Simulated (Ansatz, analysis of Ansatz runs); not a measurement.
# Reproducing a measured local vibrational mode: Al-H pair in alpha-quartz

Subject: Al-H pair in alpha-quartz. Wanted: its local vibrational mode, in one set-up (PBE, 72-site cell, PBE lattice, 420 eV, k: the single point 1/4 1/4 1/4, anharmonic cut along the mode). The model is a cell of 72 host atoms with Al put on another atom's site and H put in between. The frequencies come from force constants among the defect atom and its neighbours, with the masses of the isotopes named.

What was measured. O-H stretch, 1H: 3378 cm⁻¹ at 300 K, by diffuse reflectance FTIR (“Structural evolution of water and hydroxyl groups during thermal, mechanical and chemical treatment of high purity natural quartz”, 2020, pmc:9055915). O-H stretch, 1H: 3313 cm⁻¹ at 300 K, by diffuse reflectance FTIR (“Structural evolution of water and hydroxyl groups during thermal, mechanical and chemical treatment of high purity natural quartz”, 2020, pmc:9055915).

Method: plane-wave PAW DFT, PBE; relaxation of all atoms of a defect supercell, in Ansatz 0.2.0.

### Step 1. Starting point

The cell holds 73 atoms: 23 Si, 48 O, 1 Al and 1 H. Its edges and angles: a = 10.037 Å, b = 10.037 Å, c = 11.018 Å, α = 90.0°, β = 90.0°, γ = 120.0°. It derives from SiO2 (space group P3_221). Nearest the centre at fractional (0.218, 0.159, 0.413): O4 at 0.33 Å, Al12 at 1.31 Å, H73 at 1.33 Å, Si1 at 1.92 Å, O9 at 2.36 Å, O16 at 2.42 Å, O15 at 2.44 Å, O27 at 2.85 Å.

The host's primitive cell comes from a first run (plane-wave PAW DFT, PBE; relaxation of the host's cell and atoms): vectors of 5.018, 5.018 and 5.509 Å. That is 13.35 Å³ an atom, 6.1 % over the diffraction cell's volume. The supercell is built on it.

### Step 2. Relaxation, charge 0

Every later number rests on the structure around the defect, so the atoms are relaxed at the host's lattice first.

File relax/input.yaml:

```yaml
relax:
  f_tol: 0.01
  max_steps: 80
  random_displacement: { amplitude: 0.02, seed: 318 }
crystal:
  lattice:
    - [10.03667686, 0.0, 0.0]
    - [-5.01833843, 8.69201713, 0.0]
    - [0.0, 0.0, 11.01794812]
  atoms:
    - { symbol: Si, position: [0.238184542, 0.0, 0.333333333] }
    - { symbol: Si, position: [0.0, 0.238184542, 0.166666667] }
    - { symbol: Si, position: [0.261815458, 0.261815458, 0.0] }
    - { symbol: O, position: [0.207203439, 0.128060005, 0.397141942] }
    - { symbol: O, position: [0.371939995, 0.079143434, 0.230475275] }
    - { symbol: O, position: [0.420856566, 0.292796561, 0.063808608] }
    - { symbol: O, position: [0.128060005, 0.207203439, 0.102858058] }
    - { symbol: O, position: [0.079143434, 0.371939995, 0.269524725] }
    - { symbol: O, position: [0.292796561, 0.420856566, 0.436191392] }
    - { symbol: Si, position: [0.238184542, 0.0, 0.833333333] }
    - { symbol: Si, position: [0.0, 0.238184542, 0.666666667] }
    - { symbol: Al, position: [0.261815458, 0.261815458, 0.5] }
    - { symbol: O, position: [0.207203439, 0.128060005, 0.897141942] }
    - { symbol: O, position: [0.371939995, 0.079143434, 0.730475275] }
    - { symbol: O, position: [0.420856566, 0.292796561, 0.563808608] }
    - { symbol: O, position: [0.128060005, 0.207203439, 0.602858058] }
    - { symbol: O, position: [0.079143434, 0.371939995, 0.769524725] }
    - { symbol: O, position: [0.292796561, 0.420856566, 0.936191392] }
    - { symbol: Si, position: [0.238184542, 0.5, 0.333333333] }
    - { symbol: Si, position: [0.0, 0.738184542, 0.166666667] }
    - { symbol: Si, position: [0.261815458, 0.761815458, 0.0] }
    - { symbol: O, position: [0.207203439, 0.628060005, 0.397141942] }
    - { symbol: O, position: [0.371939995, 0.579143434, 0.230475275] }
    - { symbol: O, position: [0.420856566, 0.792796561, 0.063808608] }
    - { symbol: O, position: [0.128060005, 0.707203439, 0.102858058] }
    - { symbol: O, position: [0.079143434, 0.871939995, 0.269524725] }
    - { symbol: O, position: [0.292796561, 0.920856566, 0.436191392] }
    - { symbol: Si, position: [0.238184542, 0.5, 0.833333333] }
    - { symbol: Si, position: [0.0, 0.738184542, 0.666666667] }
    - { symbol: Si, position: [0.261815458, 0.761815458, 0.5] }
    - { symbol: O, position: [0.207203439, 0.628060005, 0.897141942] }
    - { symbol: O, position: [0.371939995, 0.579143434, 0.730475275] }
    - { symbol: O, position: [0.420856566, 0.792796561, 0.563808608] }
    - { symbol: O, position: [0.128060005, 0.707203439, 0.602858058] }
    - { symbol: O, position: [0.079143434, 0.871939995, 0.769524725] }
    - { symbol: O, position: [0.292796561, 0.920856566, 0.936191392] }
    - { symbol: Si, position: [0.738184542, 0.0, 0.333333333] }
    - { symbol: Si, position: [0.5, 0.238184542, 0.166666667] }
    - { symbol: Si, position: [0.761815458, 0.261815458, 0.0] }
    - { symbol: O, position: [0.707203439, 0.128060005, 0.397141942] }
    - { symbol: O, position: [0.871939995, 0.079143434, 0.230475275] }
    - { symbol: O, position: [0.920856566, 0.292796561, 0.063808608] }
    - { symbol: O, position: [0.628060005, 0.207203439, 0.102858058] }
    - { symbol: O, position: [0.579143434, 0.371939995, 0.269524725] }
    - { symbol: O, position: [0.792796561, 0.420856566, 0.436191392] }
    - { symbol: Si, position: [0.738184542, 0.0, 0.833333333] }
    - { symbol: Si, position: [0.5, 0.238184542, 0.666666667] }
    - { symbol: Si, position: [0.761815458, 0.261815458, 0.5] }
    - { symbol: O, position: [0.707203439, 0.128060005, 0.897141942] }
    - { symbol: O, position: [0.871939995, 0.079143434, 0.730475275] }
    - { symbol: O, position: [0.920856566, 0.292796561, 0.563808608] }
    - { symbol: O, position: [0.628060005, 0.207203439, 0.602858058] }
    - { symbol: O, position: [0.579143434, 0.371939995, 0.769524725] }
    - { symbol: O, position: [0.792796561, 0.420856566, 0.936191392] }
    - { symbol: Si, position: [0.738184542, 0.5, 0.333333333] }
    - { symbol: Si, position: [0.5, 0.738184542, 0.166666667] }
    - { symbol: Si, position: [0.761815458, 0.761815458, 0.0] }
    - { symbol: O, position: [0.707203439, 0.628060005, 0.397141942] }
    - { symbol: O, position: [0.871939995, 0.579143434, 0.230475275] }
    - { symbol: O, position: [0.920856566, 0.792796561, 0.063808608] }
    - { symbol: O, position: [0.628060005, 0.707203439, 0.102858058] }
    - { symbol: O, position: [0.579143434, 0.871939995, 0.269524725] }
    - { symbol: O, position: [0.792796561, 0.920856566, 0.436191392] }
    - { symbol: Si, position: [0.738184542, 0.5, 0.833333333] }
    - { symbol: Si, position: [0.5, 0.738184542, 0.666666667] }
    - { symbol: Si, position: [0.761815458, 0.761815458, 0.5] }
    - { symbol: O, position: [0.707203439, 0.628060005, 0.897141942] }
    - { symbol: O, position: [0.871939995, 0.579143434, 0.730475275] }
    - { symbol: O, position: [0.920856566, 0.792796561, 0.563808608] }
    - { symbol: O, position: [0.628060005, 0.707203439, 0.602858058] }
    - { symbol: O, position: [0.579143434, 0.871939995, 0.769524725] }
    - { symbol: O, position: [0.792796561, 0.920856566, 0.936191392] }
    - { symbol: H, position: [0.170942, 0.053162, 0.326978] }
basis:
  ecutwfc: 420
  xc_grid: 2
hamiltonian:
  xc: pbe
kpoints:
  mp_grid: { grid: [1, 1, 1], shift: [0.25, 0.25, 0.25] }
scf:
  occupations: { method: fermi_dirac, width: 0.01 }
  max_iter: 120
output:
  forces: true
checkpoint:
  write: "../relax.run"
  compress: false
  write_wavefunctions: true
  write_every: 100000
```

On the command line:

```
> ansatz run input.yaml --threads 2 --pin off --max-ram 3768MiB --backend cpu --events-out ev --progress --plain --runs-dir out
```

Numbers of over 12 decimals in the logs are rounded to 6 here.

The program printed:

```text
[... repeated set-up lines and file paths are left out, and long positions are rounded to six places ...]
Engine: ansatz 0.2.0, aarch64-unknown-linux-gnu
Pseudopotentials: kind: paw
Pseudopotential: Si, paw, valence charge 4, recommended cutoff 420 eV (normal), Si.paw.azcp
Pseudopotential: O, paw, valence charge 6, recommended cutoff 420 eV (normal), O.paw.azcp
Pseudopotential: Al, paw, valence charge 3, recommended cutoff 420 eV (normal), Al.paw.azcp
Pseudopotential: H, paw, valence charge 1, recommended cutoff 420 eV (normal), H.paw.azcp
Functional definition: PBE
  parameter kappa = 0.804
  parameter beta = 0.066725
  exchange = pbe_x(kappa = kappa, mu = beta*pi^2/3)
  correlation = pbe_c(beta = beta)
Crystal: 73 atoms, lattice volume = 961.194 Å³
Basis set: ecut = 420 eV, 18781 PW (Γ), exchange–correlation on 144×144×150 points (8 copies of the dense FFT grid, shifted against one another)
Bands: 265, of which v1, the nominal top of the filled ones, is band 192 counted from 1 (191 counted from 0)
Symmetry: 1 space group operations
k-points: 1
Non-local potential: Si, projectors of the file, l = 0: 2, l = 1: 2, l = 2: 2
Non-local potential: O, projectors of the file, l = 0: 2, l = 1: 2, l = 2: 1
Non-local potential: Al, projectors of the file, l = 0: 2, l = 1: 2, l = 2: 1
Non-local potential: H, projectors of the file, l = 0: 2, l = 1: 1
PAW form: soft (Blöchl's): semilocal exchange-correlation on the pseudo side does not see the compensation charge
PAW one-centre angular grid: Si, 110 points (default); XC on 64 Gauss nodes
PAW one-centre angular grid: O, 110 points (default); XC on 64 Gauss nodes
PAW one-centre angular grid: Al, 110 points (default); XC on 64 Gauss nodes
PAW one-centre angular grid: H, 110 points (default); XC on 64 Gauss nodes
Initial density: superposition of atomic densities (neutral atoms: chi_scale 0, normalization atom), corrected by the library's trained network
Initial wavefunctions: pseudopotential atomic-orbital guess
Functional: x = pbe(κ = 0.804, μ = 0.219515), c = pbe(β = 0.066725)
SCF iter   1: F=—  HF=-42486.010991 eV  |F-HF|=—  |Δ(HF+E_count)|=         —  Δρ=6.52e-3  dr2=5.24e-1  ethr=1.77e-3  ⟨swp⟩=7.0  Hψ=1288  notcnv=0  defer=37
preconditioner: auto → Resta (q_TF=auto, 2.341 Å⁻¹)  ε∞=3.0  [insulator: Δε(μ)=4.250 eV  Ē_g=16.607 eV  σ=0.010 eV  W_gap=1.00  n_scr=212 (ndim 8)  ℏωp=23.5 eV  f_vac=0.148  D(μ)=0.00/eV (n_scr^D=0)  ε∞_Penn≈3.0]
SCF iter   2: F=—  HF=-42485.856770 eV  |F-HF|=—  |Δ(HF+E_count)|=   1.54e-1  Δρ=2.95e-3  dr2=9.73e-2  ethr=1.36e-4  ⟨swp⟩=3.0  Hψ=507  notcnv=0  defer=68
SCF iter   3: F=—  HF=-42485.824763 eV  |F-HF|=—  |Δ(HF+E_count)|=   3.20e-2  Δρ=1.06e-3  dr2=1.70e-2  ethr=2.53e-5  ⟨swp⟩=3.0  Hψ=399  notcnv=0  defer=68
SCF iter   4: F=—  HF=-42485.819489 eV  |F-HF|=—  |Δ(HF+E_count)|=   5.27e-3  Δρ=4.20e-4  dr2=2.03e-3  ethr=4.42e-6  ⟨swp⟩=3.0  Hψ=399  notcnv=0  defer=68
SCF iter   5: F=—  HF=-42485.818140 eV  |F-HF|=—  |Δ(HF+E_count)|=   1.35e-3  Δρ=2.54e-4  dr2=4.80e-4  ethr=5.29e-7  ⟨swp⟩=2.0  Hψ=502  notcnv=0  defer=68
SCF iter   6: F=—  HF=-42485.818053 eV  |F-HF|=—  |Δ(HF+E_count)|=   8.69e-5  Δρ=6.24e-5  dr2=3.20e-5  ethr=1.25e-7  ⟨swp⟩=2.0  Hψ=389  notcnv=0  defer=68
SCF iter   7: F=—  HF=-42485.818064 eV  |F-HF|=—  |Δ(HF+E_count)|=   1.15e-5  Δρ=1.81e-5  dr2=2.85e-6  ethr=8.32e-9  ⟨swp⟩=2.0  Hψ=387  notcnv=0  defer=68
SCF iter   8: F=-42485.818065 eV  HF=-42485.818066 eV  |F-HF|=3.07e-7  |Δ(HF+E_count)|=   1.20e-6  Δρ=1.04e-5  dr2=8.14e-7  ethr=6.51e-10  ⟨swp⟩=4.0  Hψ=780  notcnv=0
SCF 1 converged in 8 iterations: F = -42485.818065 eV  dr2 = 8.14e-7
  greatest PAW one-centre occupation: 0.877 electrons in one spin orbital (limit 2), on the O atom at site 3 (counted from 0), in its partial waves of l = 0
relax step   1: F+E_penalty+E_count = -42485.81806528 eV  Δ(F+E_penalty+E_count) = +0.000e0 eV  max|allowed force component| = 2.385e1 eV/Å  Δτ_max = 0.0000 Å  (8 SCF iters, dr2 threshold 2.50e-6 eV, accepted)
[... the SCF cycles and remarks between the steps are left out from here to the last step ...]
relax step   2: F+E_penalty+E_count = -42490.24543950 eV  Δ(F+E_penalty+E_count) = -4.427e0 eV  max|allowed force component| = 1.227e1 eV/Å  Δτ_max = 0.1325 Å  (5 SCF iters, dr2 threshold 1.00e-4 eV, accepted)
relax step   3: F+E_penalty+E_count = -42493.27572443 eV  Δ(F+E_penalty+E_count) = -3.030e0 eV  max|allowed force component| = 5.492e0 eV/Å  Δτ_max = 0.1978 Å  (6 SCF iters, dr2 threshold 1.00e-4 eV, accepted)
relax step   4: F+E_penalty+E_count = -42494.38171909 eV  Δ(F+E_penalty+E_count) = -1.106e0 eV  max|allowed force component| = 1.949e0 eV/Å  Δτ_max = 0.1948 Å  (5 SCF iters, dr2 threshold 1.00e-4 eV, accepted)
relax step   5: F+E_penalty+E_count = -42494.82880085 eV  Δ(F+E_penalty+E_count) = -4.471e-1 eV  max|allowed force component| = 1.680e0 eV/Å  Δτ_max = 0.1948 Å  (5 SCF iters, dr2 threshold 1.00e-4 eV, accepted)
relax step   6: F+E_penalty+E_count = -42495.10128070 eV  Δ(F+E_penalty+E_count) = -2.725e-1 eV  max|allowed force component| = 8.821e-1 eV/Å  Δτ_max = 0.2000 Å  (6 SCF iters, dr2 threshold 1.00e-4 eV, accepted)
relax step   7: F+E_penalty+E_count = -42495.26887397 eV  Δ(F+E_penalty+E_count) = -1.676e-1 eV  max|allowed force component| = 5.487e-1 eV/Å  Δτ_max = 0.1948 Å  (5 SCF iters, dr2 threshold 1.00e-4 eV, accepted)
relax step   8: F+E_penalty+E_count = -42495.33679437 eV  Δ(F+E_penalty+E_count) = -6.792e-2 eV  max|allowed force component| = 4.119e-1 eV/Å  Δτ_max = 0.2000 Å  (5 SCF iters, dr2 threshold 8.30e-5 eV, accepted)
relax step   9: F+E_penalty+E_count = -42495.35802604 eV  Δ(F+E_penalty+E_count) = -2.123e-2 eV  max|allowed force component| = 2.233e-1 eV/Å  Δτ_max = 0.2000 Å  (5 SCF iters, dr2 threshold 6.56e-5 eV, accepted)
relax step  10: F+E_penalty+E_count = -42495.36416946 eV  Δ(F+E_penalty+E_count) = -6.143e-3 eV  max|allowed force component| = 2.267e-1 eV/Å  Δτ_max = 0.0773 Å  (5 SCF iters, dr2 threshold 1.47e-5 eV, accepted)
relax step  11: F+E_penalty+E_count = -42495.37769141 eV  Δ(F+E_penalty+E_count) = -1.352e-2 eV  max|allowed force component| = 4.926e-2 eV/Å  Δτ_max = 0.2000 Å  (6 SCF iters, dr2 threshold 1.51e-5 eV, accepted)
relax step  12: F+E_penalty+E_count = -42495.38412613 eV  Δ(F+E_penalty+E_count) = -6.435e-3 eV  max|allowed force component| = 4.092e-1 eV/Å  Δτ_max = 0.1913 Å  (8 SCF iters, dr2 threshold 1.52e-7 eV, accepted)
relax step  13: F+E_penalty+E_count = -42495.38838036 eV  Δ(F+E_penalty+E_count) = -4.254e-3 eV  max|allowed force component| = 1.892e-1 eV/Å  Δτ_max = 0.0080 Å  (4 SCF iters, dr2 threshold 1.05e-5 eV, accepted)
relax step  14: F+E_penalty+E_count = -42495.39542671 eV  Δ(F+E_penalty+E_count) = -7.046e-3 eV  max|allowed force component| = 1.176e-1 eV/Å  Δτ_max = 0.0908 Å  (6 SCF iters, dr2 threshold 7.65e-6 eV, accepted)
relax step  15: F+E_penalty+E_count = -42495.40013646 eV  Δ(F+E_penalty+E_count) = -4.710e-3 eV  max|allowed force component| = 6.926e-2 eV/Å  Δτ_max = 0.0390 Å  (6 SCF iters, dr2 threshold 2.96e-6 eV, accepted)
relax step  16: F+E_penalty+E_count = -42495.40064554 eV  Δ(F+E_penalty+E_count) = -5.091e-4 eV  max|allowed force component| = 2.011e-2 eV/Å  Δτ_max = 0.0115 Å  (5 SCF iters, dr2 threshold 1.66e-6 eV, accepted)
relax step  17: F+E_penalty+E_count = -42495.40055261 eV  Δ(F+E_penalty+E_count) = +9.293e-5 eV  max|allowed force component| = 3.545e-2 eV/Å  Δτ_max = 0.0125 Å  (6 SCF iters, rejected (line search))
relax step  18: F+E_penalty+E_count = -42495.40064563 eV  Δ(F+E_penalty+E_count) = -8.813e-8 eV  max|allowed force component| = 2.011e-2 eV/Å  Δτ_max = 0.0000 Å  (6 SCF iters, accepted)
relax step  19: F+E_penalty+E_count = -42495.40055757 eV  Δ(F+E_penalty+E_count) = +8.806e-5 eV  max|allowed force component| = 3.476e-2 eV/Å  Δτ_max = 0.0124 Å  (6 SCF iters, rejected (line search))
SCF iter   1: F=—  HF=-42495.402029 eV  |F-HF|=—  |Δ(HF+E_count)|=         —  Δρ=3.14e-4  dr2=5.00e-4  ethr=1.36e-6  ⟨swp⟩=5.0  Hψ=630  notcnv=0  defer=67
SCF iter   2: F=—  HF=-42495.401957 eV  |F-HF|=—  |Δ(HF+E_count)|=   7.17e-5  Δρ=1.69e-4  dr2=1.47e-4  ethr=1.30e-7  ⟨swp⟩=1.0  Hψ=305  notcnv=0  defer=67
SCF iter   3: F=—  HF=-42495.401926 eV  |F-HF|=—  |Δ(HF+E_count)|=   3.13e-5  Δρ=3.17e-5  dr2=6.29e-6  ethr=3.83e-8  ⟨swp⟩=2.0  Hψ=390  notcnv=0  defer=67
SCF iter   4: F=—  HF=-42495.400715 eV  |F-HF|=—  |Δ(HF+E_count)|=   1.21e-3  Δρ=1.14e-5  dr2=8.54e-7  ethr=1.64e-9  ⟨swp⟩=2.0  Hψ=390  notcnv=0  defer=67
SCF iter   5: F=-42495.400715 eV  HF=-42495.400715 eV  |F-HF|=1.95e-8  |Δ(HF+E_count)|=   2.28e-7  Δρ=3.11e-6  dr2=9.67e-8  ethr=2.60e-11  ⟨swp⟩=3.0  Hψ=983  notcnv=0
SCF 20 converged in 5 iterations: F = -42495.400715 eV  dr2 = 9.67e-8
relax step  20: F+E_penalty+E_count = -42495.40071477 eV  Δ(F+E_penalty+E_count) = -6.915e-5 eV  max|allowed force component| = 7.094e-3 eV/Å  Δτ_max = 0.0044 Å  (5 SCF iters, accepted)
NSCF: frozen V_eff on 1 k-points
the band table was solved once a step of the walk had ended and its energy, with any forces and stress, was formed, with the checks that follow a solve (1293 applications of the Hamiltonian). They found nothing against the state; [...]
SCF converged after 5 iterations
Free energy (F): -42495.400715 eV
Harris-Foulkes:  -42495.400715 eV  (|F-HF|=1.95e-8)
Internal energy: -42495.400715 eV  (E = F + TS)
E sigma→0 (E₀):  -42495.400715 eV
Fermi energy:    5.317432 eV
--- Per-component energies (eV) ---
  E_band       = -1812.271760
  E_kinetic    = 9626.802771
  E_local      = -24343.752459  (includes V_loc(G=0)·N_el)
  E_nonlocal   = 2864.212642
  E_hartree    = 8774.778638
  E_xc         = -4887.996969
  E_vxc        = -5673.702034  (∫ρ·V_xc dr)
  E_paw        = -19900.888421  (= ΣΔE_a)
  E_vpaw       = -1835.506538  (= ΣTr[D̂ρ^β])
  E_aug_tail   = 0.123192  (compensation charges beyond the density's cutoff)
  E_ewald      = -14628.680110
  E_smearing   = -0.000000  (= −TS)
  E_closure    = -0.000000  (closes the sum)
  Σ components = -42495.400715   (vs F -42495.400715, Δ=0.00e0)
--- Forces (eV/Å), atoms counted from 1 ---
  atom   1  Si    -0.00156003    -0.00009259     0.00269825
  atom   2  Si     0.00162539     0.00278127     0.00099256
  [... 1 atom left out ...]
  atom   4  O      0.00709387     0.00607234     0.00306919
  atom   5  O      0.00066305    -0.00192291     0.00213109
  [... 3 atoms left out ...]
  atom   9  O     -0.00325332     0.00461954    -0.00413776
  [... 2 atoms left out ...]
  atom  12  Al    -0.00485581    -0.00267210     0.00157524
  [... 2 atoms left out ...]
  atom  15  O     -0.00124178    -0.00067027    -0.00422807
  atom  16  O     -0.00408733     0.00159886     0.00185348
  [... 9 atoms left out ...]
  atom  26  O     -0.00323448    -0.00535774    -0.00228319
  atom  27  O     -0.00230565     0.00368623    -0.00289955
  [... 45 atoms left out ...]
  atom  73  H     -0.00138863    -0.00202023    -0.00014388
  max |Σ_I F_I| component: 9.53e-5 eV/Å
--- Band table (eV) ---
  k-point 0: bands = ["-17.6983", "-17.0740", "-16.9413", "-16.9188", [... 257 left out ...] "13.7150", "13.7688", "13.8225", "13.8781"]
--- Relaxed structure (20 steps of the walk, 18 accepted, 0 SCFs on fresh bases) ---
  F+E_penalty+E_count = -42495.40071477 eV   max|allowed force component| = 7.094e-3 eV/Å
  atoms:
    - { symbol: Si, position: [0.229653, -0.012055, 0.330205] }
    - { symbol: Si, position: [0.000910, 0.243583, 0.162153] }
    [... 1 atom left out ...]
    - { symbol: O, position: [0.168869, 0.100331, 0.398661] }
    - { symbol: O, position: [0.364297, 0.089190, 0.235619] }
    [... 3 atoms left out ...]
    - { symbol: O, position: [0.296513, 0.428067, 0.428107] }
    [... 2 atoms left out ...]
    - { symbol: Al, position: [0.269028, 0.270317, 0.507975] }
    [... 2 atoms left out ...]
    - { symbol: O, position: [0.435815, 0.274464, 0.548355] }
    - { symbol: O, position: [0.131733, 0.206677, 0.620186] }
    [... 9 atoms left out ...]
    - { symbol: O, position: [0.075331, 0.859010, 0.264617] }
    - { symbol: O, position: [0.290409, 0.921221, 0.436318] }
    [... 45 atoms left out ...]
    - { symbol: H, position: [0.055968, 0.045023, 0.409944] }
```

Run time: 6.6 min. Hardware: 2 threads of Arm Neoverse V1, shared host; peak memory 1.6 GiB.

Step by step:

| step | energy less that of the first step (eV) | largest force component (eV/Å) |
| --- | --- | --- |
| 1 | 0.0000 | 23.8517 |
| 2 | -4.4274 | 12.2711 |
| 3 | -7.4577 | 5.4921 |
| 4 | -8.5637 | 1.9489 |
| 5 | -9.0107 | 1.6796 |
| 6 | -9.2832 | 0.8821 |
| 7 | -9.4508 | 0.5487 |
| 8 | -9.5187 | 0.4119 |
| 9 | -9.5400 | 0.2233 |
| 10 | -9.5461 | 0.2267 |
| 11 | -9.5596 | 0.0493 |
| 12 | -9.5661 | 0.4092 |
| 13 | -9.5703 | 0.1892 |
| 14 | -9.5774 | 0.1176 |
| 15 | -9.5821 | 0.0693 |
| 16 | -9.5826 | 0.0201 |
| 17 | -9.5825 | 0.0354 |
| 18 | -9.5826 | 0.0201 |
| 19 | -9.5825 | 0.0348 |
| 20 | -9.5827 | 0.0071 |

Relaxation steps 17, 19 were tried and not accepted.

The atoms that moved most (Å, from the sites as typed, ahead of the random displacement, the mean shift of all atoms taken out):

| atom | dx | dy | dz | length |
| --- | --- | --- | --- | --- |
| H73 | -1.115 | -0.070 | 0.914 | 1.444 |
| O4 | -0.247 | -0.240 | 0.017 | 0.345 |
| O15 | 0.240 | -0.159 | -0.170 | 0.334 |
| O63 | 0.243 | 0.054 | -0.087 | 0.264 |
| O52 | 0.182 | -0.048 | 0.100 | 0.213 |
| O16 | 0.038 | -0.004 | 0.191 | 0.195 |
| O31 | 0.118 | 0.134 | -0.059 | 0.188 |
| O5 | -0.129 | 0.088 | 0.057 | 0.166 |

The atoms nearest to the centre after the run:

| atom | distance (Å) |
| --- | --- |
| O4 | 0.572 |
| Al12 | 1.421 |
| H73 | 1.448 |
| Si1 | 2.002 |
| O15 | 2.407 |
| O9 | 2.409 |
| O16 | 2.565 |
| O5 | 2.742 |

Neighbours of the added atoms: H73: O4 0.99, O63 2.06, Si1 2.27 Å.

This step gave:

```yaml
free_energy: -42495.4007 eV
```

The relaxation ends 131 meV an atom lower than the displaced start, with a largest force component of 0.0071 eV/Å.

[end of part 1 of 2]

[Logs are printed without paths, hosts, clocks, repeated set-up lines and the standing remarks that a program may print on its own settings, such as how far it seeks lower states.]

[Hosts, paths, dates, database ids (printed as entryN), source tags and the programs' standing remarks are cut or masked in the printed files.]

[For some hosts the program warned that the k-mesh of the response run may be too coarse for force constants and the static dielectric constant; such warnings are not shown here.]
